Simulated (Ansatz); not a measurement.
# SrO (Fm-3m): lattice thermal conductivity, part 2 of 3

Aim: the lattice thermal conductivity of SrO against temperature, and which phonons carry it.

Measurements to reproduce:
- thermal conductivity 12 W/m/K near room temperature (given in “Combining the AFLOW GIBBS and Elastic Libraries to efficiently and robustly screen thermo-mechanical properties of solids”, 2017, arXiv:1611.05714)
- thermal conductivity 12 W/m/K near room temperature (given in “Predicting the lattice thermal conductivity of solids by solving the Boltzmann transport equation: AFLOW - AAPL an automated, accurate and efficient framework”, 2017, arXiv:1611.05481)

Ansatz 0.2.0; DFT r2SCAN, scalar-relativistic, plane waves, PAW; PAW set soft_1.

So far. Step 2 (A first coarse run): The start is under 1.6 GPa at this level and looks like an insulator or semiconductor on this mesh. Step 4 (Relaxing to small residual forces and stress): The residual pressure is 3.0e-4 GPa, small enough for phonons. The relaxed cell has a = 5.160 Å (conventional setting).

The database entry behind the starting cell differs from later determinations by our own check (about 0.5 % short), so it need not match the best structure at ambient conditions.

### 6. Anharmonic force constants and conductivity

The supercell must be wider than twice the pair cutoff, and the number of displaced cells grows with the pairs inside it, which is where the cost lies.

input.yaml

```yaml
crystal:
  lattice:
    - [0.0, 2.5801148537, 2.5801148537]
    - [2.5801148537, 0.0, 2.5801148537]
    - [2.5801148537, 2.5801148537, 0.0]
  atoms:
    - { symbol: Sr, position: [0.5, 0.5, 0.5] }
    - { symbol: O, position: [0.0, 0.0, 0.0] }
kpoints:
  mp_grid: { grid: [6, 6, 6] }
hamiltonian:
  xc: r2scan
  pseudopotentials: { kind: paw, azcp: { folder: soft_1 } }
scf:
  occupations: { method: fixed }
  lower_state_search: "off"
output:
  eigenvalues: true
phonons:
  method: fd
  dielectric: true
  qmesh: [6, 6, 6]
  temperatures: { t_max: 1000, t_step: 50 }
  qpath:
    path:
      - [[0.0, 0.0, 0.0], [0.5, 0.0, 0.5], [0.5, 0.25, 0.75], [0.375, 0.375, 0.75], [0.0, 0.0, 0.0], [0.5, 0.5, 0.5], [0.625, 0.25, 0.625], [0.5, 0.25, 0.75], [0.5, 0.5, 0.5], [0.375, 0.375, 0.75]]
      - [[0.625, 0.25, 0.625], [0.5, 0.0, 0.5]]
    npoints: 10
  third_order: { supercell: [3, 3, 3], pair_cutoff: 4.619 }
  lattice_thermal_conductivity:
    qmesh: [21, 21, 21]
    temperatures: [100.0, 150.0, 200.0, 300.0, 400.0, 500.0, 600.0, 800.0]
    isotope_mass_variance:
      - { species: O, variance: 3.359e-05 }
      - { species: Sr, variance: 6.1e-05 }
```

Launch:

```console
$ ansatz run input.yaml --threads 18 --pin off --max-ram 92160MiB --backend cuda --events-out ev --progress --plain --runs-dir out --max-vram 78GiB
```

Numbers of over 12 decimals in the logs are rounded to 6 here.

Output:

```text
Warning: phonons.dielectric: true without phonons.rigid_motions: the static dielectric tensor ε⁰ will be withheld (ε∞, Z* and the rows of modes are given); for a crystal or a slab, whose only rigid motions are the translations, set phonons.rigid_motions: translations
[...]
Crystal: 12 atoms, lattice volume = 206.110 Å³
Basis set: ecut = 500 eV, 5227 PW (Γ), FFT grids on a1, −a1+a2+a3, −a1+a3, exchange–correlation on 216×576×384 points (512 copies of the dense FFT grid, shifted against one another)
Bands: 60, of which v1, the nominal top of the filled ones, is band 48 counted from 1 (47 counted from 0)
Symmetry: 24 space group operations
k-points: 16 of 36
[...]
SCF iter   1: F=-24762.432243 eV  HF=-24762.432243 eV  |F-HF|=1.09e-11  |Δ(HF+E_count)|=         —  Δρ=2.61e-7  dr2=3.69e-11  dr2_τ=6.65e-12  ethr=1.00e-12  ⟨swp⟩=3.0  Hψ=2440  notcnv=0
[...]
SCF iter   2: F=-24762.432243 eV  HF=-24762.432243 eV  |F-HF|=7.28e-12  |Δ(HF+E_count)|=  2.18e-11  Δρ=1.51e-7  dr2=1.10e-11  dr2_τ=1.45e-12  ethr=1.00e-12  ⟨swp⟩=4.0  Hψ=3178  notcnv=0
SCF 1 converged in 2 iterations: F = -24762.432243 eV  dr2 = 1.10e-11
[...]
SCF iter   2: F=-24762.432243 eV  HF=-24762.432243 eV  |F-HF|=7.28e-12  |Δ(HF+E_count)|=  5.82e-11  Δρ=8.31e-8  dr2=3.41e-12  dr2_τ=3.64e-13  ethr=1.00e-12  ⟨swp⟩=4.0  Hψ=3100  notcnv=0
SCF 2 converged in 2 iterations: F = -24762.432243 eV  dr2 = 3.41e-12
[...]
Crystal: 2 atoms, lattice volume = 34.352 Å³
Basis set: ecut = 500 eV, 893 PW (Γ), exchange–correlation on 108×108×108 points (64 copies of the dense FFT grid, shifted against one another)
Bands: 12, of which v1, the nominal top of the filled ones, is band 8 counted from 1 (7 counted from 0)
Symmetry: 48 space group operations
k-points: 30 of 216 (irreducible under 8 space group operations, time reversal used)
[...]
SCF iter   1: F=-4127.072050 eV  HF=-4127.072050 eV  |F-HF|=1.19e-10  |Δ(HF+E_count)|=         —  Δρ=6.16e-7  dr2=1.42e-10  dr2_τ=1.11e-11  ethr=4.08e-8  ⟨swp⟩=3.9  Hψ=3839  notcnv=0  defer=59
[...]
SCF 3 converged in 3 iterations: F = -4127.072036 eV  dr2 = 3.44e-11
[...]
supercell 10 (6 cells, vectors [1, 0, 0], [0, 1, 0], [0, 0, 6] in multiples of the cell's): 3 displaced members by 0.0025 Å; free energy -24762.432243 eV; taken off its force constants: by the sum rule 2.0e-4, by the symmetrisation 6.0e-5 eV/Å²; Γ matrix within 4.6e-5 eV/Å² of supercell 1's
  symmetry images taken by strict's conditions (phonons.symmetry_images: auto; settled by no image being taken that strict refuses)
  q = [0.0000, 0.0000, 0.0000] (star 1, supercell 1; hermiticity 5.55e-17, symmetrization 5.50e-7): -0.00 0.00 0.00 213.93 213.93 213.93
[...]
joined force constants: q→R imaginary residual 4.09e-19
  density of states and harmonic sums: on the 24×24×24 q-mesh, interpolated from the force constants of a 6×6×6 supercell (with the dipole–dipole term)
  largest difference from the sums on the solved wave vectors: F 3.64e-3 eV, S 4.83e-6 and C_V 1.17e-6 eV/K
  zero-point energy: 0.082874 eV/cell   skipped modes (ω ≤ 0): 3   left out of the sums: 3.62e-5 of the cell's modes: C_V's classical limit lies that fraction below 3 k_B per atom; for a crystal, a wire or a layer, F and S can be off by more, and a phonons.interpolated_qmesh denser along its periods is the remedy for the sampling
--- Third-order force constants: 65 member SCFs in a 3×3×3 supercell (pair cutoff 4.619 Å, amplitude 0.03 Å, SCF threshold 1.00e-9 eV, Σ member SCF iterations 535) ---
[...]
sum-rule residual: 4.847e-1 → 2.384e-15 eV/Å³; symmetrization residual: 6.463e-3 eV/Å³; largest sum-rule correction relative to its orbit: 2.262e-1, on the orbit of the block of home site 0 with site 1 of cell (-1, 1, 1) and site 0 of cell (0, 0, 0), whose norm before the correction was 7.000e-1 eV/Å³
--- Lattice thermal conductivity: 21×21×21 mesh (286 irreducible points), tetrahedron method ---
  three-phonon and isotope scattering only; four-phonon, boundary and, in a metal, phonon-electron scattering are left out
  each conductivity is what the modes' populations carry and what the coherences between them add
  conductivity (a third of the tensor's trace), W/(m K), in the relaxation-time approximation and from the full solution:
       T (K)   relaxation time   full solution  iterations             ending  least Ritz value
      100.00           61.8641         63.7649           7          converged          6.541e-1
      150.00           34.1475         34.8497           7          converged          6.794e-1
      200.00           23.8103         24.2145           7          converged          6.887e-1
      300.00           15.0828         15.3027           7          converged          6.950e-1
      400.00           11.1469         11.3006           7          converged          6.972e-1
      500.00            8.8837          9.0029           7          converged          6.982e-1
      600.00            7.4081          7.5058           7          converged          6.987e-1
      800.00            5.5953          5.6675           7          converged          6.992e-1
```

Run time: 11 min. Hardware: 1 × NVIDIA GB200 with 18 threads of Arm Neoverse V2, shared host; peak memory 1.8 GiB.

Numbers from this step:

- Γ frequencies: 0, 0, 0, 213.9, 213.9, 213.9 cm⁻¹ (negative: imaginary)
- lowest frequency on the path: 0 cm⁻¹
- zero-point energy: 0.08287 eV/cell
- point group: m-3m
- highest frequency: 470.4 cm⁻¹
- Debye temperature from the second moment: 454 K
- κ at 300 K (relaxation time): 15.08 W/m/K
- κ at 300 K (full solution): 15.3 W/m/K
- dipole term: run
- mean free path at half of κ: 113 nm
- share of κ above the three lowest branches: 0.048
- third-order blocks: 686
- periodic aliases dropped: 168
- largest relative sum-rule correction: 0.2262
- displaced cells, third order: 65

LO-TO term included. The phonon branches at the labelled points (cm⁻¹):

| point | branch 1 | branch 2 | branch 3 | branch 4 | branch 5 | branch 6 |
| --- | --- | --- | --- | --- | --- | --- |
| Γ | 0 | 0 | 0 | 214 | 214 | 470 |
| halfway | 92 | 92 | 156 | 234 | 234 | 413 |
| X | 125 | 125 | 190 | 242 | 242 | 318 |
| halfway | 137 | 141 | 184 | 256 | 287 | 309 |
| W | 147 | 167 | 167 | 286 | 286 | 321 |
| halfway | 134 | 166 | 175 | 268 | 297 | 325 |
| K | 123 | 168 | 178 | 260 | 301 | 328 |
| halfway | 91 | 109 | 166 | 245 | 262 | 437 |
| Γ | 0 | 0 | 0 | 214 | 214 | 470 |
| halfway | 81 | 81 | 152 | 247 | 247 | 456 |
| L | 107 | 107 | 230 | 276 | 276 | 433 |
| halfway | 114 | 135 | 211 | 271 | 283 | 399 |
| U | 123 | 168 | 178 | 260 | 301 | 328 |
| halfway | 134 | 166 | 175 | 268 | 297 | 325 |
| W | 147 | 167 | 167 | 286 | 286 | 321 |
| halfway | 118 | 140 | 206 | 272 | 282 | 389 |
| L | 107 | 107 | 230 | 276 | 276 | 433 |
| halfway | 114 | 135 | 211 | 271 | 283 | 399 |
| K | 123 | 168 | 178 | 260 | 301 | 328 |
| jump to U | 123 | 168 | 178 | 260 | 301 | 328 |
| halfway | 126 | 140 | 187 | 248 | 272 | 313 |
| X | 125 | 125 | 190 | 242 | 242 | 318 |

The phonon branches as a text plot (rows in cm⁻¹):

```
    461 |***                   ********
    441 |   *                **        ****             *
    421 |    *              *              *          ** *
    402 |                  *                *             **
    382 |     *                                      *
    363 |      *          *                  **     *       *
    343 |                                          *         *
    323 |       ***  *****                     ****             *
    304 |          **  ***                     **            ***
    284 |            **   *              ******  ************
    265 |          **  *******         **  ******    **   ******
    245 |     ******         ***     **                        **
    225 |*****                 ***  *   ****          *****
    206 |                         **   *    **       *     **
    186 |      ******   *****                 **   **        ****
    167 |     *      ******  *                ******         **
    147 |    *      ***    *  *       *      *   ** **      *  *
    127 |   *   ****   **** *        *     ******  ****   *******
    108 |  *  **           *** *        *****         ******
     88 |    *               **     * **
     69 | ***                  **    *
     49 | *                     **  *
     29 |*                       * *
     10 |                         **
         Γ       X    W  K        Γ      L     U  W     L   K|U X
```

W/m/K. Kappa, by row:

| T (K) | RTA xx | RTA yy | RTA zz | full xx | full yy | full zz | coherence part xx | coherence part yy | coherence part zz | ending | iterations | least Ritz value |
| --- | --- | --- | --- | --- | --- | --- | --- | --- | --- | --- | --- | --- |
| 100 | 61.86 | 61.86 | 61.86 | 63.76 | 63.76 | 63.76 | 0.02858 | 0.02858 | 0.02858 | converged | 7 | 0.654 |
| 150 | 34.15 | 34.15 | 34.15 | 34.85 | 34.85 | 34.85 | 0.05298 | 0.05298 | 0.05298 | converged | 7 | 0.679 |
| 200 | 23.81 | 23.81 | 23.81 | 24.21 | 24.21 | 24.21 | 0.07274 | 0.07274 | 0.07274 | converged | 7 | 0.689 |
| 300 | 15.08 | 15.08 | 15.08 | 15.3 | 15.3 | 15.3 | 0.102 | 0.102 | 0.102 | converged | 7 | 0.695 |
| 400 | 11.15 | 11.15 | 11.15 | 11.3 | 11.3 | 11.3 | 0.124 | 0.124 | 0.124 | converged | 7 | 0.697 |
| 500 | 8.884 | 8.884 | 8.884 | 9.003 | 9.003 | 9.003 | 0.1418 | 0.1418 | 0.1418 | converged | 7 | 0.698 |
| 600 | 7.408 | 7.408 | 7.408 | 7.506 | 7.506 | 7.506 | 0.157 | 0.157 | 0.157 | converged | 7 | 0.699 |
| 800 | 5.595 | 5.595 | 5.595 | 5.668 | 5.668 | 5.668 | 0.1815 | 0.1815 | 0.1815 | converged | 7 | 0.699 |

Lattice thermal conductivity against temperature:

| temperature (K) | RTA xx (W/m/K) | full xx (W/m/K) |
| --- | --- | --- |
| 100 | 61.9 | 63.8 |
| 150 | 34.1 | 34.9 |
| 200 | 23.8 | 24.2 |
| 300 | 15.1 | 15.3 |
| 400 | 11.2 | 11.3 |
| 500 | 8.88 | 9.00 |
| 600 | 7.41 | 7.51 |
| 800 | 5.59 | 5.67 |

The modes has structure finer than the step of the table below, so its rows give means over 10 cm⁻¹, whole bins alone (the curve runs from -10 to 494 cm⁻¹). Peaks (cm⁻¹: height): O 271.9: 0.0566, 427.1: 0.00903; Sr 119.9: 0.04, 186.4: 0.0338.

Phonopy on the run's constants, 19x19x19 mesh, Gaussian sigma 3.6 cm⁻¹. Table of modes by wavenumber; means over each step; values in 1/cm⁻¹/cell:

| wavenumber (cm⁻¹) | O | Sr |
| --- | --- | --- |
| 0 | 6.0e-6 | 2.7e-5 |
| 10 | 3.2e-6 | 2.3e-5 |
| 20 | 4.7e-5 | 2.7e-4 |
| 30 | 8.0e-5 | 5.0e-4 |
| 40 | 1.6e-4 | 0.00104 |
| 50 | 2.4e-4 | 0.00177 |
| 60 | 3.3e-4 | 0.00283 |
| 70 | 4.3e-4 | 0.00444 |
| 80 | 5.5e-4 | 0.00728 |
| 90 | 6.4e-4 | 0.0118 |
| 100 | 6.8e-4 | 0.0210 |
| 110 | 7.3e-4 | 0.0354 |
| 120 | 7.4e-4 | 0.0389 |
| 130 | 6.3e-4 | 0.0306 |
| 140 | 4.0e-4 | 0.0204 |
| 150 | 3.6e-4 | 0.0161 |
| 160 | 3.7e-4 | 0.0130 |
| 170 | 4.8e-4 | 0.0103 |
| 180 | 8.0e-4 | 0.0221 |
| 190 | 8.0e-4 | 0.0267 |
| 200 | 3.2e-4 | 0.0129 |
| 210 | 5.0e-4 | 0.00784 |
| 220 | 0.00323 | 0.00492 |
| 230 | 0.00815 | 0.00209 |
| 240 | 0.0174 | 0.00116 |
| 250 | 0.0269 | 0.00107 |
| 260 | 0.0349 | 7.0e-4 |
| 270 | 0.0512 | 3.7e-4 |
| 280 | 0.0355 | 1.6e-4 |
| 290 | 0.0138 | 6.1e-5 |
| 300 | 0.00363 | 2.3e-5 |
| 310 | 0.00258 | 3.7e-5 |
| 320 | 0.00419 | 7.2e-5 |
| 330 | 0.00480 | 6.6e-5 |
| 340 | 0.00484 | 7.7e-5 |
| 350 | 0.00558 | 9.2e-5 |
| 360 | 0.00564 | 1.0e-4 |
| 370 | 0.00642 | 1.3e-4 |
| 380 | 0.00670 | 1.6e-4 |
| 390 | 0.00714 | 2.1e-4 |
| 400 | 0.00781 | 2.6e-4 |
| 410 | 0.00810 | 3.3e-4 |
| 420 | 0.00867 | 4.2e-4 |
| 430 | 0.00852 | 5.1e-4 |
| 440 | 0.00632 | 5.7e-4 |
| 450 | 0.00452 | 5.5e-4 |
| 460 | 0.00307 | 4.6e-4 |
| 470 | 9.8e-4 | 1.7e-4 |
| 480 | 2.5e-5 | 4.2e-6 |

Distinct triplets, nearest first. Third order norms, by row:

| sites | side 1 (Å) | side 2 (Å) | side 3 (Å) | norm of the 27 components (eV/Å³) |
| --- | --- | --- | --- | --- |
| Sr-Sr-Sr | 0 | 0 | 0 | 0 |
| O-O-O | 0 | 0 | 0 | 0 |
| Sr-Sr-O | 0 | 2.58 | 2.58 | 11.22 |
| Sr-O-O | 0 | 2.58 | 2.58 | 10.04 |
| Sr-Sr-O | 2.58 | 2.58 | 3.65 | 0.433 |
| Sr-O-O | 2.58 | 2.58 | 3.65 | 0.63 |
| Sr-Sr-Sr | 0 | 3.65 | 3.65 | 2.595 |
| Sr-Sr-Sr | 3.65 | 3.65 | 3.65 | 0.1 |
| O-O-O | 0 | 3.65 | 3.65 | 1.078 |
| O-O-O | 3.65 | 3.65 | 3.65 | 0.121 |
| Sr-Sr-O | 2.58 | 3.65 | 4.47 | 0.171 |
| Sr-O-O | 2.58 | 3.65 | 4.47 | 0.145 |
| Sr-O-O | 0 | 4.47 | 4.47 | 0.56 |
| Sr-O-Sr | 0 | 4.47 | 4.47 | 0.716 |

Born charge (rows field, columns displacement) (e), principal values of the symmetric part by kind of site:

| atom | atoms with these values | low | middle | high | mean |
| --- | --- | --- | --- | --- | --- |
| Sr1 | 1 | 2.41 | 2.41 | 2.41 | 2.41 |
| O2 | 1 | -2.41 | -2.41 | -2.41 | -2.41 |

In full for Sr1:

```
2.41 0.00 0.00
0.00 2.41 0.00
0.00 0.00 2.41
```

RTA, 300 K. Kappa by branch, by row:

| branch (by rank) | mean frequency (THz) | mean rms speed (km/s) | median lifetime (ps) | share of kappa |
| --- | --- | --- | --- | --- |
| 1 | 3.29 | 1.33 | 2.75 | 0.293 |
| 2 | 3.76 | 2.11 | 3.1 | 0.323 |
| 3 | 5.46 | 2.02 | 2.08 | 0.335 |
| 4 | 7.72 | 1.2 | 0.85 | 0.011 |
| 5 | 8.09 | 1.49 | 0.668 | 0.016 |
| 6 | 11.76 | 3.06 | 0.38 | 0.022 |

Spectral kappa at 300 K against frequency; read off at these points; values in W/m/K/THz:

| frequency (THz) | relaxation time (W/m/K/THz) | full solution (W/m/K/THz) |
| --- | --- | --- |
| 0.25 | 0 | 0 |
| 0.75 | 8.41 | 8.47 |
| 1.25 | 4.70 | 4.76 |
| 1.75 | 3.70 | 3.75 |
| 2.25 | 2.18 | 2.20 |
| 2.75 | 2.24 | 2.29 |
| 3.25 | 2.16 | 2.24 |
| 3.75 | 1.99 | 2.13 |
| 4.25 | 0.985 | 1.09 |
| 4.75 | 0.568 | 0.622 |
| 5.25 | 0.503 | 0.501 |
| 5.75 | 0.634 | 0.546 |
| 6.25 | 0.381 | 0.346 |
| 6.75 | 0.124 | 0.118 |
| 7.25 | 0.154 | 0.137 |
| 7.75 | 0.299 | 0.276 |
| 8.25 | 0.204 | 0.193 |
| 8.75 | 0.0796 | 0.0725 |
| 9.25 | 0.0273 | 0.0307 |
| 9.75 | 0.105 | 0.110 |
| 10.25 | 0.109 | 0.0934 |
| 10.75 | 0.0559 | 0.0302 |
| 11.25 | 0.0539 | 0.0389 |
| 11.75 | 0.0636 | 0.0670 |
| 12.25 | 0.0926 | 0.102 |
| 12.75 | 0.0897 | 0.105 |
| 13.25 | 0.0466 | 0.0572 |
| 13.75 | 0.0123 | 0.0179 |
| 14.25 | 1.9e-4 | 3.4e-4 |

Relaxation-time solution. The share of κ carried by shorter paths by mean free path:

| mean free path (nm) | 100 K | 300 K | 800 K |
| --- | --- | --- | --- |
| 0.316 | 0 | 0 | 0.011 |
| 0.464 | 0 | 0.001 | 0.029 |
| 1 | 0 | 0.013 | 0.074 |
| 1.47 | 0 | 0.031 | 0.108 |
| 2.15 | 0.001 | 0.047 | 0.163 |
| 4.64 | 0.005 | 0.112 | 0.255 |
| 6.81 | 0.01 | 0.16 | 0.293 |
| 10 | 0.014 | 0.208 | 0.341 |
| 21.5 | 0.057 | 0.293 | 0.44 |
| 31.6 | 0.099 | 0.336 | 0.485 |
| 46.4 | 0.142 | 0.391 | 0.529 |
| 100 | 0.229 | 0.477 | 0.616 |
| 147 | 0.282 | 0.54 | 0.655 |
| 215 | 0.332 | 0.589 | 0.715 |
| 464 | 0.44 | 0.69 | 0.785 |
| 681 | 0.5 | 0.728 | 0.785 |
| 1000 | 0.54 | 0.736 | 0.866 |
| 2150 | 0.692 | 0.837 | 1 |
| 3160 | 0.732 | 1 | 1 |
| 4640 | 0.732 | 1 | 1 |
| 10000 | 0.859 | 1 | 1 |
| 14700 | 1 | 1 | 1 |

(Continued in part 3 of 3.)

[Logs are printed without paths, hosts, clocks, repeated set-up lines and the standing remarks that a program may print on its own settings, such as how far it seeks lower states.]

[Hosts, paths, dates, database ids (printed as entryN), source tags and the programs' standing remarks are cut or masked in the printed files.]

[A step with changed settings may run another functional than the one named; its input shows which.]
